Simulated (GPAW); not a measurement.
## Work function of Zr2COS MXene monolayer at several levels

Wanted: work functions and dipole of Zr2COS MXene monolayer, with the cost of each level.

Calculated with GPAW 26.7.0; GPAW, PAW setups; layer in a repeated cell with vacuum, relaxation of atoms and in-plane cell, in the first sound run; inputs show where later runs differ.

## Step 1: The starting structure

The cell holds 5 atoms: 1 S, 2 Zr, 1 C and 1 O. Cell: a = 3.289 Å, b = 3.289 Å, c = 21.587 Å, α = 90.0°, β = 90.0°, γ = 120.0°. Vacuum lies along c.

## Step 2: Relaxation

Forces are removed first; all later runs use this geometry.

File run.py:

```python
import json
import numpy as np
from ase import Atoms
from ase.filters import FrechetCellFilter
from ase.optimize import BFGS
from gpaw import GPAW, PW

slab = Atoms(
    ['S', 'Zr', 'C', 'Zr', 'O'],
    positions=[
        [-0.00000, 1.89891, 8.00000],
        [1.64450, 0.94945, 9.81240],
        [0.00000, 0.00000, 11.11015],
        [-0.00000, 1.89891, 12.40790],
        [1.64450, 0.94945, 13.58662]],
    cell=[[3.289, 0.0, 0.0], [-1.6445, 2.84836, 0.0], [0.0, 0.0, 21.5866]],
    pbc=[True, True, True])

slab.calc = GPAW(mode=PW(600), xc='PBE', kpts={'size': (12, 12, 1), 'gamma': True},
                 occupations={'name': 'fermi-dirac', 'width': 0.05}, nbands='160%',
                 convergence={'density': 1e-05}, maxiter=200,
                 symmetry={'tolerance': 1e-3}, txt='slab.txt')
result = {}
# The in-plane cell is free; stress needs a cell that repeats along all three vectors
path = []
opt = BFGS(FrechetCellFilter(slab, mask=[1, 1, 0, 0, 0, 1]), maxstep=0.2)
opt.attach(lambda: path.append((slab.get_potential_energy(), slab.positions.tolist(), slab.get_forces().tolist())))
result['relaxed'] = bool(opt.run(fmax=0.02, steps=45))
result['path'] = path
result['cell'] = slab.cell.tolist()
print('in-plane lattice', slab.cell.cellpar().round(4)[[0, 1, 5]])
energy = slab.get_potential_energy()
fermi = slab.calc.get_fermi_level()
v = slab.calc.get_electrostatic_potential().mean((0, 1)) - fermi
n = slab.calc.get_pseudo_density().mean((0, 1))
L = slab.cell[2, 2]
z = np.arange(len(v)) * L / len(v)
low, high = slab.positions[:, 2].min(), slab.positions[:, 2].max()
below, above = np.interp([low - 5.8, high + 5.8], z, v)
slopes = [np.interp(x, z, np.gradient(v, z)) for x in (low - 5.8, high + 5.8)]
eps = np.array([[slab.calc.get_eigenvalues(k, s) for k in range(len(slab.calc.get_ibz_k_points()))]
                for s in range(slab.calc.get_number_of_spins())]) - fermi
top, bottom = eps[eps < 0].max(), eps[eps > 0].min()
dipole = slab.get_dipole_moment()[2]
print(f'energy {energy:.4f} eV, Fermi level {fermi:.4f} eV, dipole {dipole:.5f} e A')
print(f'potential 5.8 A off the faces, from the Fermi level: lower {below:.4f} eV, upper {above:.4f} eV')
print(f'slope of the potential there: lower {slopes[0]:.5f}, upper {slopes[1]:.5f} eV/A')
print(f'nearest levels on the mesh: {top:.4f} and {bottom:.4f} eV')
print('magnetic moment', round(slab.get_magnetic_moment(), 3))
result.update(energy=energy, fermi=fermi, dipole=dipole, below=below, above=above, slopes=slopes, edges=[top, bottom],
              z=z.tolist(), v=v.tolist(), n=n.tolist(), positions=slab.positions.tolist(),
              forces=slab.get_forces(apply_constraint=False).tolist(), moments=slab.get_magnetic_moments().tolist())
json.dump(result, open('result.json', 'w'))
```

Launch:

```sh
$ OMP_NUM_THREADS=1 OPENBLAS_NUM_THREADS=1 python run.py
```

What it wrote:

```text
Step          Energy          fmax
BFGS:    0      -41.032583        4.694116
BFGS:    1      -41.443436        2.350132
BFGS:    2      -41.637442        0.489200
BFGS:    3      -41.653345        0.452156
BFGS:    4      -41.733108        0.503923
BFGS:    5      -41.746961        0.462732
BFGS:    6      -41.762563        0.206703
BFGS:    7      -41.764653        0.069957
BFGS:    8      -41.764429        0.068677
BFGS:    9      -41.764108        0.048009
BFGS:   10      -41.763921        0.031483
BFGS:   11      -41.763935        0.017990
in-plane lattice [  3.3672   3.3672 120.    ]
energy -41.7614 eV, Fermi level -0.4870 eV, dipole 0.11933 e A
potential 5.8 A off the faces, from the Fermi level: lower 5.6442 eV, upper 5.1591 eV
slope of the potential there: lower 0.10189, upper 0.10205 eV/A
nearest levels on the mesh: -0.1221 and 0.0258 eV
magnetic moment 0.0
```

The job ended after 9.7 min (1 thread of AMD EPYC 7B13 (Zen 3), shared host; peak memory 0.59 GiB).

Numbers from this step:

```
dipole along the normal                    : 0.1193 e·Å
levels nearest the Fermi level on the mesh : -0.1221, 0.02580 eV from the Fermi level
```

The electrostatic potential energy of an electron (without an applied field's), less the Fermi level, planar mean oscillates, so the rows of the table below give means over windows of 0.5 Å about each position, cut where the curve ends. Its maxima inside the range that stand out by 2 % of the span (Å: eV): 5.87: 5.97, 8.81: -4.76, 10.62: -5.35, 11.57: -4.66. Its minima: 8.20: -15.6, 9.76: -20.2, 11.05: -9.10, 12.52: -20.9.

The electrostatic potential energy of an electron (without an applied field's), less the Fermi level, planar mean by z; means over each step:

z (Å), electrostatic potential energy of an electron (without an applied field's), less the Fermi level, planar mean (eV) and a bar from the least value:
```
      0.0        5.4 #############################
      0.5        5.5 #############################
      1.0        5.5 #############################
      1.5        5.6 ##############################
      2.0        5.6 ##############################
      2.5        5.7 ##############################
      3.0        5.7 ##############################
      3.5        5.8 ##############################
      4.0        5.8 ##############################
      4.5        5.9 ##############################
      5.0        5.9 ##############################
      5.5        6.0 ##############################
      6.0        6.0 ##############################
      6.5        5.8 ##############################
      7.0        4.8 #############################
      7.5        0.1 #######################
      8.0      -11.9 #########
      8.5       -9.6 ############
      9.0       -6.3 ################
      9.5      -16.0 ####
     10.0      -16.6 ####
     10.5       -7.0 ###############
     11.0       -7.9 ##############
     11.5       -5.6 ################
     12.0      -11.0 ##########
     12.5      -19.8 
     13.0      -14.8 ######
     13.5       -9.1 ############
     14.0        1.2 ########################
     14.5        4.1 ############################
     15.0        4.6 ############################
     15.5        4.8 #############################
     16.0        4.8 #############################
     16.5        4.9 #############################
     17.0        4.9 #############################
     17.5        5.0 #############################
     18.0        5.0 #############################
     18.5        5.1 #############################
     19.0        5.1 #############################
     19.5        5.2 #############################
     20.0        5.2 #############################
     20.5        5.3 #############################
     21.0        5.3 #############################
     21.5        5.4 #############################
```

The pseudo valence density, planar mean by z:

z (Å), pseudo valence density, planar mean (e/Å³) and a bar:
```
        5       0.00 
        6       0.00 
        7       0.07 ##
        8       0.37 ############
        9       0.41 ##############
       10       0.90 ##############################
       11       0.45 ###############
       12       0.54 ##################
       13       0.86 #############################
       14       0.21 #######
       15       0.01 
       16       0.00 
       17       0.00
```

The relaxation lowered the energy of the cell by 0.734 eV (energies extrapolated to zero smearing; the optimiser's log prints free energies). The largest force left on a free atom is 0.018 eV/Å.

## Step 3: The slab's potential

The work function is the vacuum plateau of the electrostatic potential less the Fermi level; a dipole layer lets the two faces have plateaus of their own.

This step: GPAW, PAW setups; slab in vacuum (GPAW 26.7.0).

The cell differs from the one that the last finished run ended in (c 21.587 → 21.229 Å).

Edit run.py of step 2 so:

```diff
@@ -3,4 +3,2 @@
 from ase import Atoms
-from ase.filters import FrechetCellFilter
-from ase.optimize import BFGS
 from gpaw import GPAW, PW
@@ -10,23 +8,16 @@
     positions=[
-        [-0.00000, 1.89891, 8.00000],
-        [1.64450, 0.94945, 9.81240],
-        [0.00000, 0.00000, 11.11015],
-        [-0.00000, 1.89891, 12.40790],
-        [1.64450, 0.94945, 13.58662]],
-    cell=[[3.289, 0.0, 0.0], [-1.6445, 2.84836, 0.0], [0.0, 0.0, 21.5866]],
-    pbc=[True, True, True])
+        [-0.00000, 1.94408, 8.00000],
+        [1.68362, 0.97204, 9.60718],
+        [0.00000, -0.00000, 10.94108],
+        [-0.00000, 1.94408, 12.34862],
+        [1.68362, 0.97204, 13.22921]],
+    cell=[[3.36724, 0.0, 0.0], [-1.68362, 2.91612, 0.0], [0.0, 0.0, 21.2292]],
+    pbc=[True, True, False])
 
-slab.calc = GPAW(mode=PW(600), xc='PBE', kpts={'size': (12, 12, 1), 'gamma': True},
+slab.calc = GPAW(mode=PW(500), xc='PBE', kpts={'size': (12, 12, 1), 'gamma': True},
                  occupations={'name': 'fermi-dirac', 'width': 0.05}, nbands='160%',
                  convergence={'density': 1e-05}, maxiter=200,
+                 poissonsolver={'dipolelayer': 'xy'},
                  symmetry={'tolerance': 1e-3}, txt='slab.txt')
 result = {}
-# The in-plane cell is free; stress needs a cell that repeats along all three vectors
-path = []
-opt = BFGS(FrechetCellFilter(slab, mask=[1, 1, 0, 0, 0, 1]), maxstep=0.2)
-opt.attach(lambda: path.append((slab.get_potential_energy(), slab.positions.tolist(), slab.get_forces().tolist())))
-result['relaxed'] = bool(opt.run(fmax=0.02, steps=45))
-result['path'] = path
-result['cell'] = slab.cell.tolist()
-print('in-plane lattice', slab.cell.cellpar().round(4)[[0, 1, 5]])
 energy = slab.get_potential_energy()
```

What it wrote:

```text
energy -41.3822 eV, Fermi level -0.3897 eV, dipole 0.08239 e A
potential 5.8 A off the faces, from the Fermi level: lower 6.1465 eV, upper 4.6162 eV
slope of the potential there: lower -0.00101, upper -0.00055 eV/A
nearest levels on the mesh: -0.1172 and 0.0242 eV
magnetic moment 0.0
```

The job ended after 55 s (1 thread; peak memory 0.27 GiB).

Numbers from this step:

```yaml
dipole_along_the_normal: 0.08239 e·Å
levels_nearest_the_fermi_level_on_the_mesh: -0.1172, 0.02419 eV from the Fermi level
upper_work_function: 4.616 eV
lower_work_function: 6.147 eV
```

The electrostatic potential energy of an electron (without an applied field's), less the Fermi level, planar mean oscillates, so the rows of the table below give means over windows of 0.5 Å about each position, cut where the curve ends. Its maxima inside the range that stand out by 2 % of the span (Å: eV): 0.47: 6.15, 8.72: -4.72, 10.52: -5.35, 11.37: -4.73. Its minima: 8.06: -15.5, 9.57: -20.1, 10.90: -9.12, 12.32: -20.9.

Table of electrostatic potential energy of an electron (without an applied field's), less the Fermi level, planar mean by z; means over each step:

z (Å), electrostatic potential energy of an electron (without an applied field's), less the Fermi level, planar mean (eV) and a bar from the least value:
```
      0.0        5.7 #############################
      0.5        6.1 ##############################
      1.0        6.1 ##############################
      1.5        6.1 ##############################
      2.0        6.1 ##############################
      2.5        6.1 ##############################
      3.0        6.1 ##############################
      3.5        6.1 ##############################
      4.0        6.1 ##############################
      4.5        6.1 ##############################
      5.0        6.1 ##############################
      5.5        6.1 ##############################
      6.0        6.1 ##############################
      6.5        5.7 #############################
      7.0        4.0 ###########################
      7.5       -3.1 ###################
      8.0      -13.8 ######
      8.5       -6.8 ###############
      9.0       -8.6 #############
      9.5      -18.4 #
     10.0      -13.2 #######
     10.5       -6.2 ###############
     11.0       -8.0 #############
     11.5       -5.7 ################
     12.0      -14.7 #####
     12.5      -19.1 
     13.0      -13.5 #######
     13.5       -5.4 ################
     14.0        2.7 ##########################
     14.5        4.3 ############################
     15.0        4.5 ############################
     15.5        4.6 ############################
     16.0        4.6 ############################
     16.5        4.6 ############################
     17.0        4.6 ############################
     17.5        4.6 ############################
     18.0        4.6 ############################
     18.5        4.6 ############################
     19.0        4.6 ############################
     19.5        4.6 ############################
     20.0        4.6 ############################
     20.5        4.6 ############################
     21.0        4.8 ############################
```

Table of pseudo valence density, planar mean by z:

| z (Å) | pseudo valence density, planar mean (e/Å³) |
| --- | --- |
| 0.00 | 0 |
| 0.57 | 0 |
| 1.14 | 0 |
| 1.71 | 0 |
| 2.27 | 0 |
| 2.84 | 0 |
| 3.41 | 1.3e-6 |
| 3.98 | 7.3e-6 |
| 4.55 | 4.1e-5 |
| 5.12 | 2.5e-4 |
| 5.69 | 0.00152 |
| 6.26 | 0.00967 |
| 6.82 | 0.0608 |
| 7.39 | 0.274 |
| 7.96 | 0.360 |
| 8.53 | 0.432 |
| 9.10 | 0.533 |
| 9.67 | 1.08 |
| 10.24 | 0.475 |
| 10.80 | 0.453 |
| 11.37 | 0.414 |
| 11.94 | 0.639 |
| 12.51 | 1.08 |
| 13.08 | 0.872 |
| 13.65 | 0.398 |
| 14.22 | 0.0534 |
| 14.78 | 0.00736 |
| 15.35 | 0.00112 |
| 15.92 | 1.8e-4 |
| 16.49 | 2.9e-5 |
| 17.06 | 5.6e-6 |
| 17.63 | 0 |
| 18.20 | 0 |
| 18.77 | 0 |
| 19.33 | 0 |
| 19.90 | 0 |
| 20.47 | 0 |
| 21.04 | 0 |

Force by atom:

| atom | x (eV/Å) | y (eV/Å) | z (eV/Å) | size |
| --- | --- | --- | --- | --- |
| S1 | 0.0000 | 0.0000 | 0.0108 | 0.0108 |
| Zr2 | 0.0000 | 0.0000 | -0.0241 | 0.0241 |
| C3 | 0.0000 | 0.0000 | 0.0426 | 0.0426 |
| Zr4 | 0.0000 | 0.0000 | -0.0553 | 0.0553 |
| O5 | 0.0000 | 0.0000 | 0.0617 | 0.0617 |

The potential is flat to 0.001 eV/Å where it is read, so the vacuum is wide enough.

## Step 4: Self-consistent run: xc = "LDA"

The same geometry under LDA, to see how far the functional moves the levels against the vacuum.

Edit run.py of step 3 so:

```diff
@@ -16,3 +16,3 @@
 
-slab.calc = GPAW(mode=PW(500), xc='PBE', kpts={'size': (12, 12, 1), 'gamma': True},
+slab.calc = GPAW(mode=PW(500), xc='LDA', kpts={'size': (12, 12, 1), 'gamma': True},
                  occupations={'name': 'fermi-dirac', 'width': 0.05}, nbands='160%',
```

What it wrote:

```text
energy -45.3513 eV, Fermi level -0.7016 eV, dipole 0.07306 e A
potential 5.8 A off the faces, from the Fermi level: lower 6.3758 eV, upper 5.0173 eV
slope of the potential there: lower -0.00102, upper -0.00055 eV/A
nearest levels on the mesh: -0.0820 and 0.0131 eV
magnetic moment 0.0
```

It took 52 s on 1 thread; peak memory 0.27 GiB.

Numbers from this step:

```
dipole along the normal                    : 0.07306 e·Å
levels nearest the Fermi level on the mesh : -0.08200, 0.01307 eV from the Fermi level
upper work function                        : 5.017 eV
lower work function                        : 6.376 eV
```

The electrostatic potential energy of an electron (without an applied field's), less the Fermi level, planar mean oscillates, so the rows of the table below give means over windows of 0.5 Å about each position, cut where the curve ends. Its maxima inside the range that stand out by 2 % of the span (Å: eV): 0.47: 6.38, 8.72: -4.45, 10.52: -5.05, 11.37: -4.43. Its minima: 8.06: -15.3, 9.57: -19.8, 10.90: -8.83, 12.32: -20.5.

Electrostatic potential energy of an electron (without an applied field's), less the Fermi level, planar mean against z; means over each step:

z (Å), electrostatic potential energy of an electron (without an applied field's), less the Fermi level, planar mean (eV) and a bar from the least value:
```
      0.0        5.9 #############################
      0.5        6.3 ##############################
      1.0        6.4 ##############################
      1.5        6.4 ##############################
      2.0        6.4 ##############################
      2.5        6.4 ##############################
      3.0        6.4 ##############################
      3.5        6.4 ##############################
      4.0        6.4 ##############################
      4.5        6.4 ##############################
      5.0        6.4 ##############################
      5.5        6.4 ##############################
      6.0        6.3 ##############################
      6.5        5.9 #############################
      7.0        4.2 ###########################
      7.5       -2.9 ###################
      8.0      -13.5 ######
      8.5       -6.6 ###############
      9.0       -8.3 #############
      9.5      -18.1 #
     10.0      -12.9 #######
     10.5       -5.9 ###############
     11.0       -7.7 #############
     11.5       -5.4 ################
     12.0      -14.4 #####
     12.5      -18.8 
     13.0      -13.2 #######
     13.5       -5.0 ################
     14.0        3.1 ##########################
     14.5        4.7 ############################
     15.0        5.0 ############################
     15.5        5.0 ############################
     16.0        5.0 ############################
     16.5        5.0 ############################
     17.0        5.0 ############################
     17.5        5.0 ############################
     18.0        5.0 ############################
     18.5        5.0 ############################
     19.0        5.0 ############################
     19.5        5.0 ############################
     20.0        5.0 ############################
     20.5        5.0 ############################
     21.0        5.2 #############################
```

Pseudo valence density, planar mean against z:

z (Å), pseudo valence density, planar mean (e/Å³) and a bar:
```
        4       0.00 
        5       0.00 
        6       0.00 
        7       0.10 ####
        8       0.37 #############
        9       0.48 #################
       10       0.69 ########################
       11       0.45 ################
       12       0.73 #########################
       13       0.86 ##############################
       14       0.12 ####
       15       0.00 
       16       0.00 
       17       0.00
```

Force by atom:

| atom | x (eV/Å) | y (eV/Å) | z (eV/Å) | size |
| --- | --- | --- | --- | --- |
| S1 | 0.000 | 0.000 | 0.543 | 0.543 |
| Zr2 | 0.000 | 0.000 | 0.052 | 0.052 |
| C3 | 0.000 | 0.000 | 0.003 | 0.003 |
| Zr4 | 0.000 | 0.000 | 0.022 | 0.022 |
| O5 | 0.000 | 0.000 | -0.592 | 0.592 |

The upper face's work function is 5.017 eV, against 4.616 eV in the first plane-wave PBE run at this geometry.

(Continued in part 2 of 3.)

[Logs are printed without paths, hosts, clocks, repeated set-up lines and the standing remarks that a program may print on its own settings, such as how far it seeks lower states.]

[Hosts, paths, dates, database ids (printed as entryN), source tags and the programs' standing remarks are cut or masked in the printed files.]
